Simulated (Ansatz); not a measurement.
# VInS3 (model cell, started as cubic perovskite with V in the octahedra): phonons and vibrational spectra, part 2 of 2

The cell of VInS3 (model cell, started as cubic perovskite with V in the octahedra) is at rest. What are its phonons? After the zone centre comes a 4×4×4 q mesh on a 8×8×8 k mesh.

Ansatz 0.2.0; DFT PBEsol, scalar-relativistic, plane waves, PAW; PAW set soft_1.

So far. Step 2 (Linear response at the zone centre): Before it was imposed, the acoustic sum rule was missed by 1.8e-5 eV/Å². Small misses are needed for a sound result but don't prove that mesh and cutoff are converged. The lowest optical mode is imaginary, 76.8i cm⁻¹, so the energy falls along it.

The structure was built from a prototype and need not be the compound's stable phase.

## (3) Phonons on a q mesh

Stability and thermal properties need the whole zone. Linear response on a 4×4×4 q mesh gives force constants as far as a supercell of that size would.

Contents of input.yaml:

```yaml
crystal:
  lattice:
    - [4.5791567302, 0.0, 0.0]
    - [0.0, 4.5791567302, 0.0]
    - [0.0, 0.0, 4.5791567302]
  atoms:
    - { symbol: In, position: [0.0, 0.0, 0.0] }
    - { symbol: V, position: [0.5, 0.5, 0.5] }
    - { symbol: S, position: [0.5, 0.5, 0.0] }
    - { symbol: S, position: [0.5, 0.0, 0.5] }
    - { symbol: S, position: [0.0, 0.5, 0.5] }
kpoints:
  mp_grid: { grid: [8, 8, 8] }
hamiltonian:
  xc: pbesol
  pseudopotentials: { kind: paw, azcp: { folder: soft_1 }, xc_functional: pbe }
scf:
  occupations: { method: methfessel_paxton, width: 0.2 }
output:
  eigenvalues: true
phonons:
  method: dfpt
  qmesh: [4, 4, 4]
  temperatures: { t_max: 1000, t_step: 50 }
  qpath:
    path:
      - [[0.0, 0.0, 0.0], [0.0, 0.5, 0.0], [0.5, 0.5, 0.0], [0.0, 0.0, 0.0], [0.5, 0.5, 0.5], [0.0, 0.5, 0.0]]
      - [[0.5, 0.5, 0.5], [0.5, 0.5, 0.0]]
    npoints: 10
```

Started as:

```console
$ ansatz run input.yaml --threads 4 --pin off --max-ram 16384MiB --backend cpu --events-out ev --progress --plain --runs-dir out
```

Numbers of over 12 decimals in the logs are rounded to 6 here.

What it wrote:

```text
[...]
Crystal: 5 atoms, lattice volume = 96.019 Å³
Basis set: ecut = 420 eV, 1863 PW (Γ), exchange–correlation on 64×64×64 points (8 copies of the dense FFT grid, shifted against one another)
Bands: 27, of which v1, the nominal top of the filled ones, is band 22 counted from 1 (21 counted from 0)
Symmetry: 48 space group operations
k-points: 35 of 512
[...]
SCF iter   1: F=—  HF=-11068.973042 eV  |F-HF|=—  |Δ(HF+E_count)|=         —  Δρ=1.11e-1  dr2=2.20e1  ethr=3.10e-3  ⟨swp⟩=7.8  Hψ=10026  notcnv=0  defer=2
[...]
SCF iter  12: F=-11067.464503 eV  HF=-11067.464503 eV  |F-HF|=3.64e-12  |Δ(HF+E_count)|=  2.18e-11  S|Δr|=    0.00e0  Δρ=4.00e-8  dr2=1.46e-12  ethr=1.00e-12  ⟨swp⟩=13.2  Hψ=6114  notcnv=0
SCF 1 converged in 12 iterations: F = -11067.464503 eV  dr2 = 1.46e-12
[...]
iter 1 solved again at ethr=1.82e-6 eV; its pass at ethr=3.10e-3 eV (dr2=7.99e-4 eV) is discarded
SCF iter   1: F=—  HF=-11067.464505 eV  |F-HF|=—  |Δ(HF+E_count)|=         —  Δρ=3.65e-6  dr2=2.31e-8  ethr=1.82e-6  ⟨swp⟩=3.2  Hψ=6850  notcnv=0
eigensolver tolerance schedule: the retry pair's looser diagonalisation over-reported the residual by 34557.02 of it (diagonalisation noise at an unbounded share of the residual, at the tolerance the schedule requests for it); recorded, not acted on — ethr = c·dr2/N_el stays at c = 1.0e-1
[...]
SCF iter   2: F=—  HF=-11067.464503 eV  |F-HF|=—  |Δ(HF+E_count)|=   1.32e-6  S|Δr|=    0.00e0  Δρ=2.02e-6  dr2=6.39e-9  ethr=5.26e-11  ⟨swp⟩=4.0  Hψ=2596  notcnv=0
[...]
SCF iter  10: F=-11067.464503 eV  HF=-11067.464503 eV  |F-HF|=3.64e-12  |Δ(HF+E_count)|=  7.28e-12  S|Δr|=    0.00e0  Δρ=2.70e-9  dr2=4.77e-15  ethr=1.00e-12  ⟨swp⟩=1.4  Hψ=2043  notcnv=0
SCF 2 converged in 10 iterations: F = -11067.464503 eV  dr2 = 4.77e-15
phonons: the bands overlap, so this run is a metal and interpolates without the dipole-dipole term. If the crystal is really an insulator or semiconductor, its LO-TO splitting is missing
NSCF: frozen V_eff on 35 k-points
WARN: eigensolver did not converge (k=4): 1 band(s) unlocked after 20 sweeps at ethr=1.52e-12 eV (storage-precision floor; scheduled 1.00e-12 eV) (lowest unlocked band 31, counted from 0; max residual 1.42e-5 eV among the unlocked bands, 1.42e-5 eV over every band; other slots of this pass that fall short are told together in one closing line; warning suppressed until the next SCF loop or pass starts)
WARN: eigensolver did not converge in 5 slots of this pass, the one above among them; of largest residual over every band (k=4): 1 band(s) unlocked (lowest unlocked band 31, counted from 0; max residual 1.42e-5 eV among the unlocked bands, 1.42e-5 eV over every band); of lowest unlocked band (k=4): band 31
[...]
DFPT response loops at q = (0, 0, 0) (fractional): preconditioner auto → Kerker (q_TF=auto, 2.396 Å⁻¹) (partly filled bands, converged f_vac=0.000); β = 1.00, the filter's whole step (`scf.mixing.beta` (0.50) is not read by the response loops under this deck's `scf.mixing.preconditioner`; to damp them name `kerker` or `kerker_dos`, under which they read `scf.mixing.beta`, and type it under 1.00, their step now; both keys bind the ground state too); Broyden in place of MSR1
[...]
SCF converged after 12 iterations
[...]
Free energy (F): -11067.464503 eV
[...]
Internal energy: -11067.445656 eV  (E = F + TS)
E sigma→0 (E₀):  -11067.459791 eV
Entropy (-TS):   -0.018847 eV (-3.769 meV/atom)
Fermi energy:    8.750439 eV
[...]
--- Band table (eV; the first three rows and the last of 35) ---
  k-point 0: bands = [... 18 lower, 7.4046, 7.8562, 7.8562, 7.8562, 8.1432, 8.1432, 8.1432, 9.3319, ... 6 higher]
  k-point 1: bands = [... 18 lower, 7.3028, 7.7559, 7.8610, 7.8936, 7.8936, 8.6144, 8.6144, 9.3387, ... 6 higher]
  k-point 2: bands = [... 18 lower, 7.0781, 7.8728, 7.9704, 7.9704, 7.9916, 9.2363, 9.2363, 9.3514, ... 6 higher]
  k-point 34: bands = [... 18 lower, 5.2562, 9.0711, 9.0711, 9.0711, 9.6338, 9.6338, 9.6338, 14.2089, ... 6 higher]
--- Phonons (Γ-DFPT): 4 representative perturbations + reference (Σ response iterations 12) ---
  ASR residual: 1.442e-5 → 0.000e0 eV/Å²; symmetrization residual: 8.138e-6 eV/Å²
  ASR residual per site (eV/Å²): 1.44e-5 1.13e-5 8.32e-6 8.32e-6 8.32e-6
[...]
--- Phonons (arbitrary-q DFPT): 10 irreducible q on the 4×4×4 mesh ---
  q = [0.0000, 0.0000, 0.0000] (star 1, of the zone-centre solve; hermiticity 1.61e-6, symmetrization 5.05e-12): -76.80 -76.80 -76.80 0.00 0.00 0.00 58.48 58.48 58.48 71.36 71.36 71.36 331.87 331.87 331.87
  q = [0.0000, 0.0000, 0.2500] (star 6, 9 solved perturbations in 1560 linear systems a pass and spin channel, the states on 200 of 512 k-point pairs; hermiticity 1.51e-6, symmetrization 1.29e-12): -132.35 -65.22 -65.22 18.08 18.08 22.94 32.38 32.38 42.48 88.03 88.03 94.96 321.53 321.53 343.96
[...]
q = [0.0000, 0.2500, -0.5000] (star 12, 15 solved perturbations on 200 of 512 k-point pairs; hermiticity 9.41e-7, symmetrization 2.86e-7): -109.47 -107.37 -95.86 -31.03 9.57 30.13 72.92 97.33 108.39 121.68 184.84 192.04 289.77 290.38 393.36
[...]
sum rule: each row above includes the acoustic sum rule's correction from the zone centre's row sums; it moved no ω² by more than (0.27 cm⁻¹)²
  mesh force constants: q→R imaginary residual 8.96e-19; ASR residual 1.442e-5 → 0.000e0 eV/Å²; symmetrization residual 3.997e-15 eV/Å²
  interpolated dispersion: 62 rows × 15 modes
  density of states and harmonic sums: on the 16×16×16 q-mesh, interpolated from the force constants of a 4×4×4 supercell (no non-analytic term)
  largest difference from the sums on the solved wave vectors: F 4.12e-2 eV, S 6.20e-5 and C_V 2.07e-5 eV/K
  zero-point energy: 0.106143 eV/cell   skipped modes (ω ≤ 0): 798, of them read as no rigid motion or as one in doubt: 795 (4.912e0 modes/cell left out, lowest -170.04 cm⁻¹)   left out of the sums: 3.28e-1 of the cell's modes: C_V's classical limit lies that fraction below 3 k_B per atom; for a crystal, a wire or a layer, F and S can be off by more, and a phonons.interpolated_qmesh denser along its periods is the remedy for the sampling
```

The job ended after 18 min (4 threads of Arm Neoverse V1, shared host; peak memory 3.4 GiB; 70 min of CPU time).

This step gave:

* sum-rule residual before enforcement: 1.44e-5 eV/Å²
* lowest frequency on the path: -170.0 cm⁻¹
* highest frequency on the path or at a solved wavevector: 447.5 cm⁻¹
* lowest mode on the q mesh (acoustic modes at Γ apart): -170.0 cm⁻¹

Frequencies (cm⁻¹) solved at each irreducible wavevector; negative means imaginary. Frequencies by wavevector, by row:

```csv
q in reciprocal lattice units,star,mode 1,mode 2,mode 3,mode 4,mode 13,mode 14,mode 15
0 0 0,1,-76.8,-76.8,-76.8,0,331.9,331.9,331.9
0 0 0.25,6,-132.3,-65.2,-65.2,18.1,321.5,321.5,344
0 0 -0.5,3,-68.2,-68.2,-12,-12,303.1,303.1,382.4
0 0.25 0.25,12,-125.4,-97.4,-85.3,-82.1,309.6,319.6,362.9
0 0.25 -0.5,12,-109.5,-107.4,-95.9,-31,289.8,290.4,393.4
0 -0.5 -0.5,3,-157.3,-108.8,-45.3,-45.3,210.2,268.3,411.4
0.25 0.25 0.25,8,-111.8,-111.8,-96,-65.1,318.4,318.4,385.3
0.25 0.25 -0.5,12,-112.7,-111.1,-110.5,-57.2,271.6,298.9,413.5
0.25 -0.5 -0.5,6,-157,-118.2,-118.2,-28.1,207.7,261.9,433
-0.5 -0.5 -0.5,1,-170,-170,-156.4,-156.4,206.3,206.3,447.4
```

Interpolated from a 4×4×4 q mesh. The phonon branches at the labelled points (cm⁻¹):

```csv
point,branch 1,branch 2,branch 3,branch 4,branch 12,branch 13,branch 14,branch 15
Γ,-77,-77,-77,0,71,332,332,332
halfway,-132,-65,-65,18,95,322,322,344
X,-68,-68,-12,-12,180,303,303,382
halfway,-110,-107,-96,-31,192,290,290,393
M,-157,-109,-45,-45,198,210,268,411
halfway,-125,-97,-85,-82,152,310,320,363
Γ,-77,-77,-77,0,71,332,332,332
halfway,-112,-112,-96,-65,156,318,318,385
R,-170,-170,-156,-156,206,206,206,447
halfway,-113,-111,-110,-57,200,272,299,414
X,-68,-68,-12,-12,180,303,303,382
jump to R,-170,-170,-156,-156,206,206,206,447
halfway,-157,-118,-118,-28,200,208,262,433
M,-157,-109,-45,-45,198,210,268,411
```

The phonon density of states has structure finer than the step of the table below, so its rows give means over 25 cm⁻¹, whole bins alone (the curve runs from -172 to 448 cm⁻¹). Peaks (cm⁻¹: height): -97.5: 0.0527, -82.5: 0.0511, -27.5: 0.0478, 17.5: 0.0453, 42.5: 0.0388, 192.5: 0.0594, 307.5: 0.0497.

Tetrahedra on a 16×16×16 mesh, mean over bins of 5 cm-1. Interpolated from a 4×4×4 q mesh. Phonon density of states against wavenumber; means over each step:

```csv
wavenumber (cm⁻¹),phonon density of states (1/cm⁻¹/cell)
-150,0.0115
-125,0.0285
-100,0.0463
-75,0.0352
-50,0.0245
-25,0.0362
0,0.0306
25,0.0386
50,0.0323
75,0.0307
100,0.0293
125,0.0344
150,0.0353
175,0.0393
200,0.0341
225,0.00433
250,0.00431
275,0.00875
300,0.0319
325,0.0256
350,0.00572
375,0.0114
400,0.0129
425,0.00634
```

The partial phonon density of states has structure finer than the step of the table below, so its rows give means over 25 cm⁻¹, whole bins alone (the curve runs from -165 to 471 cm⁻¹). Peaks (cm⁻¹: height): In -29.3: 0.0352, 14.7: 0.0408; S -129.4: 0.0276, -109.4: 0.0406, 122.8: 0.0284, 142.8: 0.0308, 158.8: 0.0286, 190.8: 0.0254, 310.8: 0.0406; V -85.3: 0.0212, 46.7: 0.0104, 90.7: 0.0132, 134.8: 0.0149, 174.8: 0.0198, 194.8: 0.0274.

Phonopy on the run's constants, 13x13x13 mesh, Gaussian sigma 4.5 cm-1. Interpolated from a 4×4×4 q mesh. Table of partial phonon density of states by wavenumber; means over each step; values in 1/cm⁻¹/cell:

```csv
wavenumber (cm⁻¹),In,S,V
-150,5.5e-6,0.0118,9.4e-5
-125,5.7e-4,0.0235,0.00326
-100,0.00176,0.0288,0.0164
-75,0.00552,0.0165,0.0136
-50,0.0129,0.00762,0.00319
-25,0.0307,0.00489,0.00233
0,0.0236,0.00268,9.0e-4
25,0.0256,0.0106,0.00425
50,0.0106,0.0151,0.00749
75,0.00370,0.0195,0.00689
100,0.00195,0.0191,0.00856
125,0.00124,0.0222,0.00957
150,5.8e-4,0.0252,0.00937
175,7.2e-4,0.0225,0.0166
200,5.3e-4,0.0209,0.0141
225,7.7e-6,0.00348,1.2e-4
250,0,0.00413,3.7e-5
275,0,0.00877,1.3e-4
300,0,0.0296,0.00106
325,0,0.0252,0.00149
350,0,0.00592,1.4e-4
375,0,0.0108,1.4e-4
400,0,0.0125,1.7e-4
425,0,0.00643,1.1e-4
450,0,0.00215,2.7e-5
```

Symmetry leaves 10 wavevectors to solve. The lowest mode among them, the acoustic zeros apart, lies at q = (-0.5, -0.5, -0.5) and is imaginary, 170.0i cm⁻¹, so the energy falls along it.

## (4) What came out

- space group (within 0.01 Å): Pm-3m
- volume per atom: 19.2 Å³
- electronic character: no gap on this mesh
- highest optical mode at the zone centre (no LO-TO term): 332 cm⁻¹
- lowest optical zone-centre mode: -76.8 cm⁻¹
- lowest mode on the q mesh (acoustic modes at Γ apart): -170 cm⁻¹
- highest frequency on the path or at a solved wavevector: 448 cm⁻¹
- imaginary modes on the 4×4×4 q mesh: yes

What this shows: Modes are clearly imaginary (beyond 10i cm⁻¹) at 10 of the 10 irreducible wavevectors, most at q = (-0.5, -0.5, -0.5) (170.0i cm⁻¹), so this structure is not a minimum of the energy. The optical modes at Γ span -77 to 332 cm⁻¹ (negative means imaginary). The highest mode in this list at Γ, 331.9 cm⁻¹, is mostly motion of S (89 % of the kinetic energy). With no gap, or one that is small against the smearing, the frequencies hang on the k mesh and the smearing, most of all near Kohn anomalies. The phonon runs are without spin polarisation, although V often carries a moment. The PAW files were made for PBE and serve the other functionals too. A phonon run warned that its eigensolver left some bands unconverged in a pass. The starting cell was built on a prototype and not taken from a measurement, so the phase need not exist. These are harmonic frequencies at zero temperature: anharmonic shifts, linewidths and thermal expansion are left out.

[Logs are printed without paths, hosts, clocks, repeated set-up lines and the standing remarks that a program may print on its own settings, such as how far it seeks lower states.]

[Hosts, paths, dates, database ids (printed as entryN), source tags and the programs' standing remarks are cut or masked in the printed files.]
